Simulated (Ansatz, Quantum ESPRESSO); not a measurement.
# Mo (Im-3m): electron-phonon coupling, part 4 of 4

How strong is the electron-phonon coupling in Mo (Im-3m)?

Quantum ESPRESSO 7.5; DFT PBE, scalar-relativistic, plane waves, PseudoDojo norm-conserving pseudopotentials.

So far, electron-phonon coupling constant: step 10 (density of states) 0.511. Also logarithmic mean frequency weighted by the coupling (K): step 10 266.

### 11. The same in Ansatz (continued)

Table of alpha^2 F by phonon energy; read off at these points:

phonon energy (meV), alpha^2 F and a bar:
```
      1.0      0.000 
      2.0      0.000 
      3.0      0.001 
      4.0      0.001 
      5.0      0.002 
      6.0      0.002 
      7.0      0.003 
      8.0      0.005 
      9.0      0.007 
     10.0      0.010 #
     11.0      0.012 #
     12.0      0.015 #
     13.0      0.019 #
     14.0      0.024 #
     15.0      0.031 ##
     16.0      0.043 ##
     17.0      0.066 ###
     18.0      0.160 #########
     19.0      0.326 #################
     20.0      0.405 ######################
     21.0      0.415 ######################
     22.0      0.503 ###########################
     22.3      0.563 ##############################
     23.0      0.485 ##########################
     24.0      0.397 #####################
     25.0      0.319 #################
     26.0      0.264 ##############
     27.0      0.167 #########
     28.0      0.194 ##########
     28.6      0.417 ######################
     29.0      0.383 ####################
     30.0      0.386 #####################
     30.6      0.449 ########################
     31.0      0.123 #######
     32.0      0.040 ##
```

### 12. Side by side: QE PseudoDojo and Ansatz, PseudoDojo

Numbers from this step:

| Property | Result |
| --- | --- |
| root-mean-square difference | 0.02 cm⁻¹ |
| largest difference | 0.03 cm⁻¹ |
| root-mean-square difference on the path | 0 cm⁻¹ |
| largest difference on the path | 0.1 cm⁻¹ |

The two runs side by side. Further quantities:

```csv
quantity,QE PseudoDojo,"Ansatz, PseudoDojo"
λ,0.511,0.429
ω_log (K),266,257.2
```

The interpolated bands of the two lie on top of each other.

At the solved wavevectors the largest difference (acoustic modes at Γ apart) is 0.01 % of the highest mode; λ differs by 19 %.

### 13. Summary of results

- space group after relaxation: Im-3m
- volume per atom: 15.8 Å³
- q mesh: 4×4×4
- lowest mode on the q mesh (acoustic ones at the zone centre apart): 113.5 cm⁻¹
- zero-point energy per atom: 35.2 meV
- heat capacity at 300 K: 23.2 J/(mol atoms K)
- vibrational entropy at 300 K: 28.9 J/(mol atoms K)
- coupling constant for broadenings of 0.01 to 0.04 Ry: 0.49 to 0.54
- logarithmic mean frequency over the same range: 262 to 269 K
- imaginary modes on the q mesh: none
- largest difference from Ansatz, PseudoDojo: 0.03 cm⁻¹

What this shows: λ is about 0.51 and holds within 15 % over the middle broadenings, a moderate coupling. λ is 0.51 by Gaussian broadening on the dense mesh and 0.43 by Ansatz's sums without a broadening; neither is converged in the meshes. Mo (Im-3m) is dynamically stable on the 4×4×4 mesh; its spectrum reaches 262 cm⁻¹. QE PseudoDojo and Ansatz, PseudoDojo agree to 0.03 cm⁻¹ (0.01 % of the highest mode compared) on all solved modes but the acoustic ones at Γ. These are harmonic frequencies at zero temperature: anharmonic shifts and linewidths and thermal expansion are left out. In a metal the frequencies hang on the k mesh and the smearing, most of all near Kohn anomalies. The relaxation ran at 72 Ry, under the 80 Ry recommended for these files; the stress of so short a basis can leave the cell about one per cent too small. Ansatz warns that the cutoff lies 10 % under the one recommended for these files; agreement at one cutoff is not convergence.

[Host names and launcher messages were left out of these logs when they were recorded.]

[Logs are printed without paths, hosts, clocks, repeated set-up lines and the standing remarks that a program may print on its own settings, such as how far it seeks lower states.]

[Hosts, paths, dates, database ids (printed as entryN), source tags and the programs' standing remarks are cut or masked in the printed files.]
